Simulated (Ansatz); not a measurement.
# Decaying states in the gap of Tl3Br2Cl, part 2 of 3

Wanted: the relaxed cell of Tl3Br2Cl, its band edges and its decay constants. It is built by putting Tl for Rb in the Rb3Br2Cl structure of space group I4/mmm, with the volume rescaled by atomic radii. The parent structure comes from the Materials Project.

Ansatz 0.2.0; LDA DFT, plane waves, PAW files (the session's first sound run).

So far. Step 2 (Cell and atoms at rest): The largest force component on a free atom ends at 4.1e-4 eV/Å.

The structure was built from a prototype and need not be the compound's stable phase.

## Step 3: Band edges

The energy window and the wavevectors of the next steps follow from the band edges, so these are searched first, off the mesh as well.

input.yaml

```yaml
crystal:
  lattice:
    - [-2.245966938, 2.245966938, 9.5123406995]
    - [2.245966938, -2.245966938, 9.5123406995]
    - [2.245966938, 2.245966938, -9.5123406995]
  atoms:
    - { symbol: Tl, position: [0.6625996639, 0.6625996639, 0.0] }
    - { symbol: Tl, position: [0.0, 0.0, 0.0] }
    - { symbol: Tl, position: [0.3374003361, 0.3374003361, 0.0] }
    - { symbol: Br, position: [0.8316457649, 0.8316457649, 0.0] }
    - { symbol: Br, position: [0.1683542351, 0.1683542351, 0.0] }
    - { symbol: Cl, position: [0.5, 0.5, 0.0] }
kpoints:
  mp_grid: { grid: [8, 8, 8] }
  band_path: { path: [VBM, CBM], npoints: 30 }
scf:
  occupations: { method: fixed }
hamiltonian:
  xc: lda
output:
  eigenvalues: true
  write_potential: true
  write_density: true
  volumetric_format: npy
  elf: true
```

The run is started by

```
$ ansatz run input.yaml --threads 2 --pin off --max-ram 4096MiB --backend cpu --events-out ev --progress --plain --runs-dir out
```

Numbers of over 12 decimals in the logs are rounded to 6 here.

Output:

```text
[...]
Crystal: 6 atoms, lattice volume = 191.935 Å³
Basis set: ecut = 420 eV, 3775 PW (Γ), FFT grids on a1−a2, a2, a1+a3
Bands: 36, of which v1, the nominal top of the filled ones, is band 30 counted from 1 (29 counted from 0)
Symmetry: 16 space group operations
[...]
k-points: 59 of 512
[...]
SCF iter   1: F=—  HF=-39876.182004 eV  |F-HF|=—  |Δ(HF+E_count)|=         —  Δρ=5.36e-3  dr2=7.30e-2  ethr=1.77e-3  ⟨swp⟩=5.3  Hψ=7589  notcnv=0  defer=223
[...]
SCF iter   7: F=-39876.152751 eV  HF=-39876.152751 eV  |F-HF|=9.60e-10  |Δ(HF+E_count)|=   3.96e-8  Δρ=1.75e-6  dr2=9.21e-9  ethr=1.67e-10  ⟨swp⟩=9.4  Hψ=8035  notcnv=0
SCF 1 converged in 7 iterations: F = -39876.152751 eV  dr2 = 9.21e-9
[...]
NSCF: frozen V_eff on 30 k-points
[...]
SCF converged after 7 iterations
Free energy (F): -39876.152751 eV
[...]
Internal energy: -39876.152751 eV  (E = F + TS)
E sigma→0 (E₀):  -39876.152751 eV
Fermi energy:    4.976812 eV
[...]
--- Band table (eV; the first three rows and the last of 59) ---
  k-point 0: bands = [... 26 lower, 2.6532, 2.6532, 2.7630, 2.8959, 8.5171, 9.0246, 10.4879, 10.4879, ... 2 higher]
  k-point 1: bands = [... 26 lower, 2.5614, 3.1402, 3.4085, 3.5055, 8.2602, 8.4644, 9.4886, 9.6806, ... 2 higher]
  k-point 2: bands = [... 26 lower, 2.5603, 3.4765, 3.9525, 4.1933, 7.6749, 7.7396, 8.2700, 9.2026, ... 2 higher]
  k-point 58: bands = [... 26 lower, 2.5759, 2.5759, 3.3320, 3.6847, 8.7874, 8.8566, 10.0067, 10.2482, ... 2 higher]
```

Elapsed: 7.5 s, on 2 threads of AMD EPYC 9R45, shared host; peak memory 0.64 GiB.

In the SCF lines HF is the Harris–Foulkes energy and dr2 the Hartree energy of the density residual, in eV; the loop may stop once dr2 is under the threshold and the program's other checks hold. Hψ counts applications of the Hamiltonian.

Numbers from this step:

```yaml
fermi_energy: 4.977 eV
gap_on_the_k_mesh: 1.488 eV
gap_on_path: 1.488 eV, by band count; negative where bands overlap
direct_gap_on_path: 1.488 eV
edge_places_on_path: 0, 0 1/A along the path
```

Levels at VBM (eV): -6.04, -5.77, -5.73, -2.96, -2.74, -2.42, -2.12, -2.00, -1.98, -0.84, -0.40, 0.00, 1.49, 2.18, 2.22, 3.80, 3.83, 4.00.

ELF in the ab plane of the cell as run, not the conventional one, at fractional z = 0.000, with atoms of Tl and Br and Cl within 0.2 Å of it. It is the smooth field of the valence electrons, not physical close to the nuclei.

Values, 13 rows by 16 columns, each cell a mean:
```
0.11 0.23 0.34 0.20 0.46 0.55 0.34 0.12 0.05 0.26 0.75 0.83 0.77 0.58 0.28 0.31
0.33 0.35 0.41 0.27 0.07 0.10 0.15 0.22 0.26 0.18 0.40 0.79 0.31 0.42 0.68 0.29
0.27 0.24 0.31 0.23 0.10 0.05 0.09 0.30 0.41 0.37 0.29 0.38 0.71 0.24 0.41 0.75
0.67 0.17 0.07 0.10 0.24 0.42 0.30 0.19 0.38 0.18 0.18 0.32 0.32 0.70 0.71 0.84
0.64 0.26 0.06 0.05 0.37 0.78 0.82 0.60 0.26 0.32 0.11 0.12 0.35 0.23 0.52 0.74
0.23 0.17 0.20 0.20 0.16 0.62 0.83 0.72 0.74 0.34 0.31 0.26 0.34 0.35 0.13 0.18
0.05 0.13 0.32 0.40 0.35 0.24 0.63 0.69 0.53 0.78 0.37 0.25 0.38 0.34 0.19 0.07
0.33 0.16 0.26 0.38 0.18 0.29 0.27 0.53 0.79 0.82 0.79 0.31 0.12 0.17 0.17 0.29
0.80 0.72 0.37 0.28 0.26 0.05 0.24 0.29 0.36 0.71 0.77 0.51 0.10 0.04 0.17 0.59
0.84 0.64 0.69 0.54 0.27 0.30 0.18 0.37 0.27 0.16 0.30 0.24 0.12 0.12 0.10 0.46
0.53 0.67 0.12 0.50 0.63 0.25 0.34 0.40 0.34 0.15 0.04 0.07 0.21 0.34 0.33 0.21
0.28 0.47 0.66 0.32 0.73 0.65 0.18 0.18 0.20 0.17 0.17 0.11 0.18 0.39 0.34 0.32
0.21 0.31 0.35 0.73 0.83 0.81 0.45 0.07 0.08 0.31 0.60 0.65 0.36 0.24 0.34 0.07
```
Columns run along a (10.0 Å), rows up along b (10.0 Å). Atoms in or near the plane, at fractional coordinates: Tl at (0.66, 0.66), Tl at (0.00, 0.00), Tl at (0.34, 0.34), Br at (0.83, 0.83), Br at (0.17, 0.17), Cl at (0.50, 0.50).

Valence density in the ab plane of the cell as run, not the conventional one, at fractional z = 0.000, with atoms of Tl and Br and Cl within 0.2 Å of it. It is the smooth field of the valence electrons, not physical close to the nuclei.

Values in e/Å³, 13 rows by 16 columns, each cell a mean:
```
5.5 3.2 0.5 0.1 0.2 0.2 0.2 0.1 0.0 0.1 0.4 0.9 0.8 0.4 0.3 1.9
0.8 1.7 1.0 0.2 0.0 0.1 0.1 0.2 0.2 0.1 0.2 0.7 0.9 0.8 0.6 0.2
0.1 0.2 0.3 0.2 0.1 0.0 0.1 0.3 1.0 1.2 0.4 0.2 0.8 0.6 0.9 0.6
0.3 0.1 0.0 0.1 0.1 0.2 0.1 0.1 0.9 3.8 4.2 1.0 0.2 0.6 1.0 0.9
0.3 0.1 0.0 0.0 0.1 0.5 0.8 0.4 0.2 1.4 5.8 5.1 1.0 0.1 0.2 0.4
0.1 0.1 0.2 0.1 0.1 0.3 1.4 1.4 0.9 0.3 0.9 2.8 2.1 0.5 0.1 0.1
0.0 0.1 0.4 0.9 0.6 0.2 0.5 1.2 0.9 1.0 0.2 0.3 0.6 0.5 0.2 0.1
0.1 0.1 0.2 1.5 3.8 2.2 0.4 0.4 1.2 1.6 0.7 0.1 0.1 0.1 0.1 0.1
0.5 0.4 0.2 0.4 3.0 6.9 3.2 0.4 0.2 0.5 0.5 0.2 0.1 0.0 0.1 0.3
0.7 1.1 0.8 0.4 0.4 2.1 3.9 1.6 0.2 0.1 0.1 0.1 0.1 0.1 0.1 0.2
0.3 0.9 0.5 0.8 0.4 0.2 0.6 0.9 0.4 0.1 0.0 0.1 0.2 0.4 0.4 0.2
0.4 0.3 0.8 0.8 1.0 0.3 0.1 0.1 0.2 0.1 0.1 0.0 0.1 0.7 2.1 1.9
4.2 0.7 0.2 0.5 0.8 0.5 0.1 0.0 0.1 0.1 0.3 0.3 0.1 0.2 1.8 5.8
```
Columns run along a (10.0 Å), rows up along b (10.0 Å). Atoms in or near the plane, at fractional coordinates: Tl at (0.66, 0.66), Tl at (0.00, 0.00), Tl at (0.34, 0.34), Br at (0.83, 0.83), Br at (0.17, 0.17), Cl at (0.50, 0.50).

Electrostatic potential energy in the ab plane of the cell as run, not the conventional one, at fractional z = 0.000, with atoms of Tl and Br and Cl within 0.2 Å of it. With pseudopotentials it is smooth inside the atoms' cores, unlike the true potential.

Values in eV, 13 rows by 16 columns, each cell a mean:
```
-38 -36  -4   8   8   7   8   8   9   9   4 -20 -21   2   4 -22
 -9 -27 -15   4   9   9   8   5   4   7   8 -14 -58 -48  -7   6
  8   5   2   5   8   9   8   3 -16 -18  -1   6 -19 -56 -52  -4
  6   9   9   8   8   8   9   7 -12 -39 -35 -12   6  -6 -33 -20
  6   8   9   9   9   3  -4   4   6 -17 -37 -38 -13   7   7   4
  9   7   6   6   9   5 -24 -38 -10   6  -9 -32 -33  -2   8   9
  9   8   0 -13  -6   6   1 -36 -48 -14   7   3  -6  -2   6   9
  9   9   4 -23 -39 -25   1   3 -22 -30  -1   9   8   7   7   8
  1   2   7   0 -31 -37 -32  -1   8   3   3   8   9   9   9   6
 -9 -45 -27   3   1 -24 -39 -26   4   9   9   8   8   8   9   8
  5 -32 -60 -44   0   6  -5 -14  -1   7   9   9   5  -1  -1   6
 -1   4 -26 -56 -35   5   8   7   6   7   9   9   7  -8 -33 -24
-34  -7   6  -3 -16   0   8   9   9   8   6   6   8   4 -24 -39
```
Columns run along a (10.0 Å; values clipped at the 3rd and 97th percentile), rows up along b (10.0 Å). Atoms in or near the plane, at fractional coordinates: Tl at (0.66, 0.66), Tl at (0.00, 0.00), Tl at (0.34, 0.34), Br at (0.83, 0.83), Br at (0.17, 0.17), Cl at (0.50, 0.50).

The searched edges give 1.49 eV, as on the mesh.

## Step 4: Complex bands

This step: LDA DFT, plane waves, PAW files; complex bands by layer matching along the plane's normal (Ansatz 0.2.0).

The same crystal is laid in a cell whose first two vectors span the (001) plane (indices of the standard conventional cell, whose axes can be ordered otherwise than in the bulk input). At fixed energy and wavevector in the plane the solver finds all kz, real and complex. A few wavevectors are listed, (0, 0), (-0.5, 0) and (0.5, 0) (two of them one point) in units of the plane's reciprocal vectors; the slowest state needn't be among them.

input.yaml

```yaml
crystal:
  lattice:
    - [4.491933876, 0.0, 0.0]
    - [0.0, 4.491933876, 0.0]
    - [2.245966938, 2.245966938, 9.5123407]
  atoms:
    - { symbol: Tl, position: [0.3374003361, 0.3374003361, 0.3251993278] }
    - { symbol: Tl, position: [0.0, 0.0, 0.0] }
    - { symbol: Tl, position: [0.6625996639, 0.6625996639, 0.6748006722] }
    - { symbol: Br, position: [0.1683542351, 0.1683542351, 0.6632915298] }
    - { symbol: Br, position: [0.8316457649, 0.8316457649, 0.3367084702] }
    - { symbol: Cl, position: [0.5, 0.5, 0.0] }
kpoints:
  mp_grid: { grid: [6, 6, 6] }
scf:
  occupations: { method: fixed }
hamiltonian:
  xc: lda
output:
  eigenvalues: true
  transmission:
    leads: [[0, 0]]
    kpoints: [[0.0, 0.0], [-0.5, 0.0], [0.5, 0.0]]
    e_range: [-1.0, 2.49]
    de: 0.06
```

Output:

```text
[...]
Crystal: 6 atoms, lattice volume = 191.935 Å³
Basis set: ecut = 420 eV, 3775 PW (Γ)
Bands: 36, of which v1, the nominal top of the filled ones, is band 30 counted from 1 (29 counted from 0)
Symmetry: 16 space group operations
[...]
k-points: 30 of 216
[...]
SCF iter   1: F=—  HF=-39876.181245 eV  |F-HF|=—  |Δ(HF+E_count)|=         —  Δρ=5.35e-3  dr2=7.27e-2  ethr=1.77e-3  ⟨swp⟩=5.2  Hψ=3863  notcnv=0  defer=108
[...]
SCF iter   7: F=-39876.152210 eV  HF=-39876.152210 eV  |F-HF|=2.04e-9  |Δ(HF+E_count)|=   6.27e-8  Δρ=1.75e-6  dr2=9.13e-9  ethr=1.67e-10  ⟨swp⟩=9.2  Hψ=4136  notcnv=0
SCF 1 converged in 7 iterations: F = -39876.152210 eV  dr2 = 9.13e-9
[...]
transmission: 16 of 48 steps passed
transmission: 32 of 48 steps passed
transmission: 48 of 48 steps passed
SCF converged after 7 iterations
Free energy (F): -39876.152210 eV
[...]
Internal energy: -39876.152210 eV  (E = F + TS)
E sigma→0 (E₀):  -39876.152210 eV
Fermi energy:    4.976987 eV
[...]
--- Band table (eV; the first three rows and the last of 30) ---
  k-point 0: bands = [... 26 lower, 2.6534, 2.6534, 2.7632, 2.8960, 8.5171, 9.0247, 10.4879, 10.4879, ... 2 higher]
  k-point 1: bands = [... 26 lower, 2.6392, 2.6392, 2.7393, 3.4027, 8.2836, 9.3897, 10.3936, 10.4921, ... 2 higher]
  k-point 2: bands = [... 26 lower, 2.6028, 2.6028, 3.0840, 3.6942, 8.2870, 9.7184, 9.8632, 10.2852, ... 2 higher]
  k-point 29: bands = [... 26 lower, 1.9519, 2.2062, 2.7588, 3.7240, 8.6317, 9.2886, 9.3162, 9.8462, ... 2 higher]
--- Transmission ---
  basis      : 177 plane waves across, 16 finite elements along
  points     : 3, as listed
  energies   : 59 from -1.000000 to 2.480000 eV about the Fermi level, 0.060000 eV apart; the leads are filled to 0.743772 eV, and channels, transmission and decay are at 0.740000 eV
  crystal 0  : Br2Tl3Cl1, at the sites [0, 0], period 9.5123 Å: whole cells are its period
    offset         : up to 0.0000 Å between an atom of the period and one for which it stands
    channels       : 0.000000e0 a spin
    conductance    : none, the energies end too early or step too widely for 300 K: set another output.transmission.e_range or a lower de, or, where they end at an eighth of basis.ecutwfc, a higher one
    slowest decay  : 0.1572 /Å at (-0.5000, 0.0000)
```

Run time: 23 s. Hardware: 2 threads; peak memory 0.7 GiB; 32 s of CPU time.

Numbers from this step:

| Item | Value |
| --- | --- |
| free energy | -39876.1522 eV |
| level to which the leads are filled | 0.7438 eV from the Fermi level |
| decay constant at the filling level, zone centre | 0.2294 Å⁻¹ |
| decay constant at the filling level, slowest listed point | 0.1572 Å⁻¹ |

K parallel (0, 0); values up to 1.5 1/Å, a degenerate pair printed once or twice; energies at which all values exceed this have no row. Table of Im kz of the slowest decaying states by energy, zero at the highest filled level on the SCF mesh:

| energy (eV) | decay 1 (Å⁻¹) | decay 2 (Å⁻¹) | decay 3 (Å⁻¹) | decay 4 (Å⁻¹) |
| --- | --- | --- | --- | --- |
| -1.00 | 0.124 | 0.776 | - | - |
| -0.82 | 0.152 | 0.782 | - | - |
| -0.64 | 0.173 | 0.786 | 1.49 | - |
| -0.46 | 0.188 | 0.788 | 1.46 | - |
| -0.28 | 0.200 | 0.789 | 1.43 | - |
| -0.16 | 0.207 | 0.789 | 1.41 | - |
| 0.02 | 0.215 | 0.789 | 1.37 | - |
| 0.20 | 0.221 | 0.787 | 1.34 | - |
| 0.38 | 0.225 | 0.784 | 1.31 | - |
| 0.56 | 0.228 | 0.768 | 0.792 | 1.28 |
| 0.74 | 0.229 | 0.760 | 0.791 | 1.25 |
| 0.92 | 0.229 | 0.753 | 0.787 | 1.23 |
| 1.10 | 0.228 | 0.748 | 0.780 | 1.20 |
| 1.28 | 0.226 | 0.744 | 0.770 | 1.17 |
| 1.46 | 0.222 | 0.741 | 0.758 | 1.14 |
| 1.64 | 0.216 | 0.741 | 1.11 | - |
| 1.76 | 0.212 | 0.735 | 1.09 | - |
| 1.94 | 0.204 | 0.726 | 1.06 | - |
| 2.12 | 0.195 | 0.715 | 1.02 | - |
| 2.30 | 0.183 | 0.704 | 0.992 | - |
| 2.48 | 0.169 | 0.692 | 0.960 | - |

K parallel (-0.5, 0); values up to 1.5 1/Å, a degenerate pair printed once or twice; energies at which all values exceed this have no row. Table of Im kz of the slowest decaying states by energy, zero at the highest filled level on the SCF mesh:

| energy (eV) | decay 1 (Å⁻¹) | decay 2 (Å⁻¹) | decay 3 (Å⁻¹) |
| --- | --- | --- | --- |
| -1.00 | 0.262 | 0.430 | 0.664 |
| -0.88 | 0.185 | 0.410 | 0.671 |
| -0.82 | 0.141 | 0.403 | 0.674 |
| -0.70 | 0.208 | 0.406 | 0.679 |
| -0.64 | 0.199 | 0.414 | 0.681 |
| -0.52 | 0.151 | 0.433 | 0.684 |
| -0.46 | 0.111 | 0.442 | 0.685 |
| -0.34 | 0.457 | 0.686 | - |
| -0.22 | 0.0631 | 0.469 | 0.687 |
| -0.16 | 0.0471 | 0.473 | 0.686 |
| -0.04 | 0.479 | 0.686 | - |
| 0.02 | 0.0445 | 0.481 | 0.685 |
| 0.14 | 0.105 | 0.484 | 0.683 |
| 0.20 | 0.119 | 0.484 | 0.682 |
| 0.32 | 0.138 | 0.483 | 0.679 |
| 0.44 | 0.149 | 0.481 | 0.675 |
| 0.50 | 0.153 | 0.479 | 0.673 |
| 0.62 | 0.157 | 0.475 | 0.669 |
| 0.68 | 0.157 | 0.472 | 0.666 |
| 0.80 | 0.156 | 0.466 | 0.661 |
| 0.86 | 0.154 | 0.462 | 0.658 |
| 0.98 | 0.148 | 0.454 | 0.652 |
| 1.04 | 0.143 | 0.449 | 0.649 |
| 1.16 | 0.13 | 0.440 | 0.642 |
| 1.28 | 0.110 | 0.429 | 0.634 |
| 1.34 | 0.0951 | 0.424 | 0.630 |
| 1.46 | 0.0435 | 0.412 | 0.622 |
| 1.52 | 0.406 | 0.617 | - |
| 1.64 | 0.393 | 0.608 | - |
| 1.70 | 0.387 | 0.603 | - |
| 1.82 | 0.373 | 0.592 | - |
| 1.94 | 0.360 | 0.581 | - |
| 2.00 | 0.353 | 0.575 | - |
| 2.12 | 0.339 | 0.563 | - |
| 2.18 | 0.00242 | 0.332 | 0.556 |
| 2.30 | 0.318 | 0.542 | - |
| 2.36 | 0.312 | 0.535 | - |
| 2.48 | 0.117 | 0.298 | 0.520 |

K parallel (0.5, 0); values up to 1.5 1/Å, a degenerate pair printed once or twice; energies at which all values exceed this have no row. Im kz of the slowest decaying states against energy, zero at the highest filled level on the SCF mesh:

| energy (eV) | decay 1 (Å⁻¹) | decay 2 (Å⁻¹) | decay 3 (Å⁻¹) |
| --- | --- | --- | --- |
| -1.00 | 0.262 | 0.430 | 0.664 |
| -0.88 | 0.185 | 0.410 | 0.671 |
| -0.76 | 0.200 | 0.402 | 0.677 |
| -0.64 | 0.199 | 0.414 | 0.681 |
| -0.52 | 0.151 | 0.433 | 0.684 |
| -0.40 | 0.0140 | 0.450 | 0.686 |
| -0.28 | 0.0581 | 0.463 | 0.686 |
| -0.16 | 0.0471 | 0.473 | 0.686 |
| -0.04 | 0.479 | 0.686 | - |
| 0.02 | 0.0445 | 0.481 | 0.685 |
| 0.08 | 0.0836 | 0.483 | 0.684 |
| 0.20 | 0.119 | 0.484 | 0.682 |
| 0.32 | 0.138 | 0.483 | 0.679 |
| 0.44 | 0.149 | 0.481 | 0.675 |
| 0.56 | 0.155 | 0.477 | 0.671 |
| 0.68 | 0.157 | 0.472 | 0.666 |
| 0.80 | 0.156 | 0.466 | 0.661 |
| 0.92 | 0.152 | 0.458 | 0.655 |
| 1.04 | 0.143 | 0.449 | 0.649 |
| 1.16 | 0.13 | 0.440 | 0.642 |
| 1.28 | 0.110 | 0.429 | 0.634 |
| 1.40 | 0.0754 | 0.418 | 0.626 |
| 1.52 | 0.406 | 0.617 | - |
| 1.64 | 0.393 | 0.608 | - |
| 1.76 | 0.0069 | 0.380 | 0.598 |
| 1.88 | 0.367 | 0.587 | - |
| 2.00 | 0.353 | 0.575 | - |
| 2.12 | 0.339 | 0.563 | - |
| 2.24 | 0.325 | 0.549 | - |
| 2.36 | 0.312 | 0.535 | - |
| 2.48 | 0.117 | 0.298 | 0.520 |

At the listed wavevectors the last open channel is at -0.04 eV and the next at +1.52 eV on the grid. At +0.74 eV, the grid energy nearest the filling level (the middle of the gap on the SCF mesh), the slowest state at the listed wavevectors decays with κ = 0.157 Å⁻¹, its amplitude falling by e over 6.4 Å. Through 1 nm of this crystal that state's transmission falls by exp(−2 × 0.157 Å⁻¹ × 10 Å) = 0.043.

## Step 5: Decay over the two-dimensional zone

The listed points could miss the slowest state, so one energy near mid-gap is solved on a mesh of 8×8.

input.yaml, as its differences from that of step 4:

```diff
@@ -20,6 +20,2 @@
   eigenvalues: true
-  transmission:
-    leads: [[0, 0]]
-    kpoints: [[0.0, 0.0], [-0.5, 0.0], [0.5, 0.0]]
-    e_range: [-1.0, 2.49]
-    de: 0.06
+  transmission: { leads: [[0, 0]], kmesh: [8, 8], e_range: [0.74, 0.75], de: 0.05 }
```

Output:

```text
[...]
Crystal: 6 atoms, lattice volume = 191.935 Å³
Basis set: ecut = 420 eV, 3775 PW (Γ)
Bands: 36, of which v1, the nominal top of the filled ones, is band 30 counted from 1 (29 counted from 0)
Symmetry: 16 space group operations
[...]
k-points: 30 of 216
[...]
SCF iter   1: F=—  HF=-39876.181245 eV  |F-HF|=—  |Δ(HF+E_count)|=         —  Δρ=5.35e-3  dr2=7.27e-2  ethr=1.77e-3  ⟨swp⟩=5.2  Hψ=3863  notcnv=0  defer=108
[...]
SCF iter   7: F=-39876.152210 eV  HF=-39876.152210 eV  |F-HF|=2.04e-9  |Δ(HF+E_count)|=   6.27e-8  Δρ=1.75e-6  dr2=9.13e-9  ethr=1.67e-10  ⟨swp⟩=9.2  Hψ=4136  notcnv=0
SCF 1 converged in 7 iterations: F = -39876.152210 eV  dr2 = 9.13e-9
[...]
transmission: 32 of 240 steps passed
transmission: 64 of 240 steps passed
[...]
transmission: 240 of 240 steps passed
SCF converged after 7 iterations
Free energy (F): -39876.152210 eV
[...]
Internal energy: -39876.152210 eV  (E = F + TS)
E sigma→0 (E₀):  -39876.152210 eV
Fermi energy:    4.976987 eV
[...]
--- Band table (eV; the first three rows and the last of 30) ---
  k-point 0: bands = [... 26 lower, 2.6534, 2.6534, 2.7632, 2.8960, 8.5171, 9.0247, 10.4879, 10.4879, ... 2 higher]
  k-point 1: bands = [... 26 lower, 2.6392, 2.6392, 2.7393, 3.4027, 8.2836, 9.3897, 10.3936, 10.4921, ... 2 higher]
  k-point 2: bands = [... 26 lower, 2.6028, 2.6028, 3.0840, 3.6942, 8.2870, 9.7184, 9.8632, 10.2852, ... 2 higher]
  k-point 29: bands = [... 26 lower, 1.9519, 2.2062, 2.7588, 3.7240, 8.6317, 9.2886, 9.3162, 9.8462, ... 2 higher]
--- Transmission ---
  basis      : 177 plane waves across, 16 finite elements along
  points     : 15, standing for a mesh of 8 x 8
  energies   : 1 from 0.740000 to 0.740000 eV about the Fermi level; the leads are filled to 0.743772 eV, and channels, transmission and decay are at 0.740000 eV
  crystal 0  : Br2Tl3Cl1, at the sites [0, 0], period 9.5123 Å: whole cells are its period
[...]
channels       : 0.000000e0 a spin
    conductance    : none, crystal 0 has no channel at the energies, or these end too early or step too widely for 300 K: set another output.transmission.e_range or a lower de, or, where they end at an eighth of basis.ecutwfc, a higher one
    slowest decay  : 0.1572 /Å at (0.5000, 0.0000)
```

Elapsed: 7.6 s, on 2 threads; peak memory 0.74 GiB.

Numbers from this step:

```
least decay constant on the mesh : 0.1572 Å⁻¹
```

Slowest decay constant (1/Å; 0 where a channel is open) over k1 and k2. At 0.7400 eV from the Fermi level.

Values, 8 rows by 8 columns:
```
0.222 0.217 0.204 0.186 0.181 0.186 0.204 0.217
0.206 0.204 0.201 0.205 0.208 0.205 0.201 0.204
0.178 0.186 0.205 0.219 0.224 0.219 0.205 0.186
0.157 0.181 0.208 0.224 0.229 0.224 0.208 0.181
0.178 0.186 0.205 0.219 0.224 0.219 0.205 0.186
0.206 0.204 0.201 0.205 0.208 0.205 0.201 0.204
0.222 0.217 0.204 0.186 0.181 0.186 0.204 0.217
0.227 0.222 0.206 0.178 0.157 0.178 0.206 0.222
```
Columns: k1 (b1) from -0.5 to 0.375; rows upwards: k2 (b2) from -0.5 to 0.375.

The least value on the mesh is 0.157 Å⁻¹ at +0.74 eV. At that energy the listed points give about 0.157 Å⁻¹ by interpolation, so the mesh holds no clearly slower state.

(Continued in part 3 of 3.)

[Logs are printed without paths, hosts, clocks, repeated set-up lines and the standing remarks that a program may print on its own settings, such as how far it seeks lower states.]

[Hosts, paths, dates, database ids (printed as entryN), source tags and the programs' standing remarks are cut or masked in the printed files.]
